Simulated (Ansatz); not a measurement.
# F on Cu(100): change of the work function, part 2 of 2

Aim: the work function of Cu(100) at several coverages of F (hollow site), and the dipole that each adsorbate carries.

Ansatz 0.2.0; plane-wave DFT, PBE, Ansatz PAW.

So far, work function, upper face (eV): step 2 (the clean slab) 4.57; step 3 (37 atoms, coverage 0.111 ML, cell 3x3) 4.85; step 4 (17 atoms, coverage 0.25 ML, cell 2x2) 5.27.

## 5. Adsorbate added, k-mesh 6×6×1, coverage 0.5 ML

System of this step: Cu8F (F/Cu(100)). The cell holds 18 atoms: 16 Cu and 2 F. Its edges and angles: a = 5.105 Å, b = 5.105 Å, c = 24.147 Å, α = 90.0°, β = 90.0°, γ = 90.0°. Vacuum lies along c.

Contents of input.yaml:

```yaml
crystal:
  lattice:
    - [5.1053109602, 0.0, 0.0]
    - [0.0, 5.1053109602, 0.0]
    - [0.0, 0.0, 24.1470894331]
  atoms:
    - { symbol: Cu, position: [0.25, 0.25, 0.3727157273] }
    - { symbol: Cu, position: [0.0, 0.0, 0.4474659371] }
    - { symbol: Cu, position: [0.25, 0.25, 0.5235136092] }
    - { symbol: Cu, position: [0.0, 0.0, 0.5970893317] }
    - { symbol: Cu, position: [0.25, 0.75, 0.3727157273] }
    - { symbol: Cu, position: [0.0, 0.5, 0.4474659371] }
    - { symbol: Cu, position: [0.25, 0.75, 0.5235136092] }
    - { symbol: Cu, position: [0.0, 0.5, 0.5970893317] }
    - { symbol: Cu, position: [0.75, 0.25, 0.3727157273] }
    - { symbol: Cu, position: [0.5, 0.0, 0.4474659371] }
    - { symbol: Cu, position: [0.75, 0.25, 0.5235136092] }
    - { symbol: Cu, position: [0.5, 0.0, 0.5970893317] }
    - { symbol: Cu, position: [0.75, 0.75, 0.3727157273] }
    - { symbol: Cu, position: [0.5, 0.5, 0.4474659371] }
    - { symbol: Cu, position: [0.75, 0.75, 0.5235136092] }
    - { symbol: Cu, position: [0.5, 0.5, 0.5970893317] }
    - { symbol: F, position: [0.25, 0.25, 0.6272842727] }
    - { symbol: F, position: [0.75, 0.75, 0.6272842727] }
kpoints:
  mp_grid: { grid: [6, 6, 1] }
hamiltonian:
  xc: pbe
scf:
  occupations: { method: fermi_dirac, width: 0.1 }
  convergence: { dr2_threshold: 1.0e-08 }
efield:
  axis: 3
  dipole_correction: true
  ramp_position: 0.97
  ramp_width: 0.06
relax:
  f_tol: 0.02
  max_steps: 60
  constraints: [{ sites: [0, 1, 4, 5, 8, 9, 12, 13] }]
output:
  dos: { projected: true, e_range: [-8, 4] }
  write_potential: true
  write_density: true
  volumetric_format: npy
  elf: true
```

The run is started by

```sh
$ ansatz run input.yaml --threads 4 --pin off --max-ram 16384MiB --backend cpu --events-out ev --progress --plain --runs-dir out
```

Wall time 3.4 min (4 threads of Arm Neoverse V2, shared host); peak memory 3.1 GiB.

This run has no spin polarisation, although Cu can carry a moment.

Step by step:

| step | energy less that of the first step (eV) | largest force component (eV/Å) |
| --- | --- | --- |
| 1 | 0.0000 | 4.1165 |
| 2 | -1.1530 | 2.8978 |
| 3 | -2.0858 | 1.0717 |
| 4 | -2.2521 | 0.0464 |
| 5 | -2.2528 | 0.0048 |

Forces are held to the 16 operations that the program found; a distortion that breaks them can't arise in this run.

The atoms that moved most (Å):

| atom | dx | dy | dz | length |
| --- | --- | --- | --- | --- |
| F18 | 0.000 | 0.000 | 0.577 | 0.577 |
| F17 | 0.000 | 0.000 | 0.577 | 0.577 |
| Cu4 | 0.000 | 0.000 | 0.033 | 0.033 |
| Cu8 | 0.000 | 0.000 | 0.033 | 0.033 |
| Cu16 | 0.000 | 0.000 | 0.033 | 0.033 |
| Cu12 | 0.000 | 0.000 | 0.033 | 0.033 |
| Cu7 | 0.000 | 0.000 | 0.009 | 0.009 |
| Cu11 | 0.000 | 0.000 | 0.009 | 0.009 |

Final coordinates:

```xyz
18
Lattice="5.1053 0.0000 0.0000 0.0000 5.1053 0.0000 0.0000 0.0000 24.1471" Properties=species:S:1:pos:R:3
Cu    1.2763    1.2763    9.0000
Cu    0.0000    0.0000   10.8050
Cu    1.2763    1.2763   12.6433
Cu    0.0000    0.0000   14.4508
Cu    1.2763    3.8290    9.0000
Cu    0.0000    2.5527   10.8050
Cu    1.2763    3.8290   12.6506
Cu    0.0000    2.5527   14.4508
Cu    3.8290    1.2763    9.0000
Cu    2.5527    0.0000   10.8050
Cu    3.8290    1.2763   12.6506
Cu    2.5527    0.0000   14.4508
Cu    3.8290    3.8290    9.0000
Cu    2.5527    2.5527   10.8050
Cu    3.8290    3.8290   12.6433
Cu    2.5527    2.5527   14.4508
F     1.2763    1.2763   15.7245
F     3.8290    3.8290   15.7245
```

The density of states has structure finer than the step of the table below, so its rows give means over 0.5 eV. Peaks (eV: height): -2.71: 87.4, -2.59: 77.0, -2.53: 77.2, -2.26: 118, -1.89: 73.1, -1.53: 104, -1.47: 98.6.

Density of states against energy, zero at the Fermi level; means over each step:

| energy (eV) | density of states (states/eV a cell) |
| --- | --- |
| -7.5 | 1.22 |
| -7.0 | 2.64 |
| -6.5 | 2.81 |
| -6.0 | 5.38 |
| -5.5 | 10.1 |
| -5.0 | 16.6 |
| -4.5 | 15.1 |
| -4.0 | 29.2 |
| -3.5 | 34.5 |
| -3.0 | 46.9 |
| -2.5 | 57.9 |
| -2.0 | 61.6 |
| -1.5 | 64.3 |
| -1.0 | 17.3 |
| -0.5 | 4.75 |
| 0.0 | 5.34 |
| 0.5 | 5.98 |
| 1.0 | 4.21 |
| 1.5 | 3.48 |

The relaxation took 5 steps and lowered the energy by 2.3 eV; the largest force on the free atoms ends at 0.0048 eV/Å.

The covered face has 6.17 eV, +1.60 eV against the clean one; the bare back face has moved by -0.11 eV, a measure of how thin the slab is.

## 6. The covered slab, k-mesh 12×12×1, coverage 1 ML

System of this step: Cu4F (F/Cu(100)). The cell holds 5 atoms: 4 Cu and 1 F. Its edges and angles: a = 2.553 Å, b = 2.553 Å, c = 24.147 Å, α = 90.0°, β = 90.0°, γ = 90.0°. Vacuum lies along c.

input.yaml, the sections that differ from step 5:

```yaml
crystal:
  lattice:
    - [2.5526554801, 0.0, 0.0]
    - [0.0, 2.5526554801, 0.0]
    - [0.0, 0.0, 24.1470894331]
  atoms:
    - { symbol: Cu, position: [0.5, 0.5, 0.3727157273] }
    - { symbol: Cu, position: [0.0, 0.0, 0.4474659371] }
    - { symbol: Cu, position: [0.5, 0.5, 0.5235136092] }
    - { symbol: Cu, position: [0.0, 0.0, 0.5970893317] }
    - { symbol: F, position: [0.5, 0.5, 0.6272842727] }
kpoints:
  mp_grid: { grid: [12, 12, 1] }
relax:
  f_tol: 0.02
  max_steps: 60
  constraints: [{ sites: [0, 1] }]
output:
  write_potential: true
  write_density: true
  volumetric_format: npy
# hamiltonian, scf, efield: as in step 5
```

Run time: 33 s. Hardware: 4 threads; peak memory 0.54 GiB.

Step by step:

| step | energy less that of the first step (eV) | largest force component (eV/Å) |
| --- | --- | --- |
| 1 | 0.0000 | 3.6535 |
| 2 | -0.4346 | 2.4653 |
| 3 | -0.7630 | 0.1664 |
| 4 | -0.7689 | 0.0495 |
| 5 | -0.7690 | 0.0178 |

Forces are held to the 8 operations that the program found; a distortion that breaks them can't arise in this run.

The atoms that moved most (Å):

| atom | dx | dy | dz | length |
| --- | --- | --- | --- | --- |
| F5 | 0.000 | 0.000 | 0.444 | 0.444 |
| Cu4 | 0.000 | 0.000 | 0.040 | 0.040 |
| Cu3 | 0.000 | 0.000 | -0.010 | 0.010 |

The relaxed structure:

```
Cu F
1.0
     2.55266    0.00000    0.00000
     0.00000    2.55266    0.00000
     0.00000    0.00000   24.14709
Cu F
4 1
Direct
  0.50000 0.50000 0.37272
  0.00000 0.00000 0.44747
  0.50000 0.50000 0.52311
  0.00000 0.00000 0.59875
  0.50000 0.50000 0.64566
```

The relaxation took 5 steps and lowered the energy by 0.77 eV; the largest force on the free atoms ends at 0.018 eV/Å.

The covered face has 8.20 eV, +3.63 eV against the clean one; the bare back face has moved by -0.05 eV, a measure of how thin the slab is.

## 7. Work function against coverage

This step: plane-wave DFT, PBE, Ansatz PAW; work function against coverage (Ansatz 0.2.0).

The runs are now put side by side.

Numbers from this step:

* work function of the clean face: 4.571 eV
* largest change of the work function: 3.632 eV

The work function of the covered face by coverage:

| coverage (adsorbates/nm²) | work function of the covered face (eV) |
| --- | --- |
| 0.00 | 4.57 |
| 1.71 | 4.85 |
| 3.84 | 5.27 |
| 7.67 | 6.17 |
| 15.35 | 8.20 |

The dipole per adsorbate comes from the change of the cell's dipole. Coverage, by row:

| coverage (1/nm²) | coverage (ML) | work function (eV) | change (eV) | dipole per adsorbate, positive end outwards (debye) | mean height of the added atoms over the highest substrate atom (Å) |
| --- | --- | --- | --- | --- | --- |
| 1.705 | 0.1111 | 4.847 | 0.2768 | -0.474 | 1.253 |
| 3.837 | 0.25 | 5.275 | 0.704 | -0.519 | 1.285 |
| 7.673 | 0.5 | 6.167 | 1.596 | -0.589 | 1.274 |
| 15.35 | 1 | 8.203 | 3.632 | -0.637 | 1.133 |

## 8. Results

```
work function of the clean face                        : 4.57 eV
work function at 0.11 ML                               : 4.85 eV
work function at 0.25 ML                               : 5.27 eV
work function at 0.5 ML                                : 6.17 eV
work function at 1 ML                                  : 8.20 eV
dipole per adsorbate at 0.11 ML, positive end outwards : -0.47 D
```

F raises the work function of Cu(100) at the lowest coverage, by 0.28 eV: the adsorbate layer has its negative end outwards. The slab has 4 layers, at the tabulated experimental lattice constant, one starting site was run, and quantum-size effects of a slab this thin can reach one or two tenths of an eV.

[Long decimals in the printed logs are rounded to 6 places.]

[Logs are printed without paths, hosts, clocks, repeated set-up lines and the standing remarks that a program may print on its own settings, such as how far it seeks lower states.]

[Hosts, paths, dates, database ids (printed as entryN), source tags and the programs' standing remarks are cut or masked in the printed files.]

[Maps of the electrostatic potential energy from Ansatz leave out the sawtooth potential of an applied field or a dipole correction, so their vacuum need not be flat; planar profiles and work functions include it.]

[The density of states shown here was stored with 400 of the rows of the run's finer table, so its peaks can read low, often by over a quarter, or be missed, and its means over a window can be off by a tenth or more.]
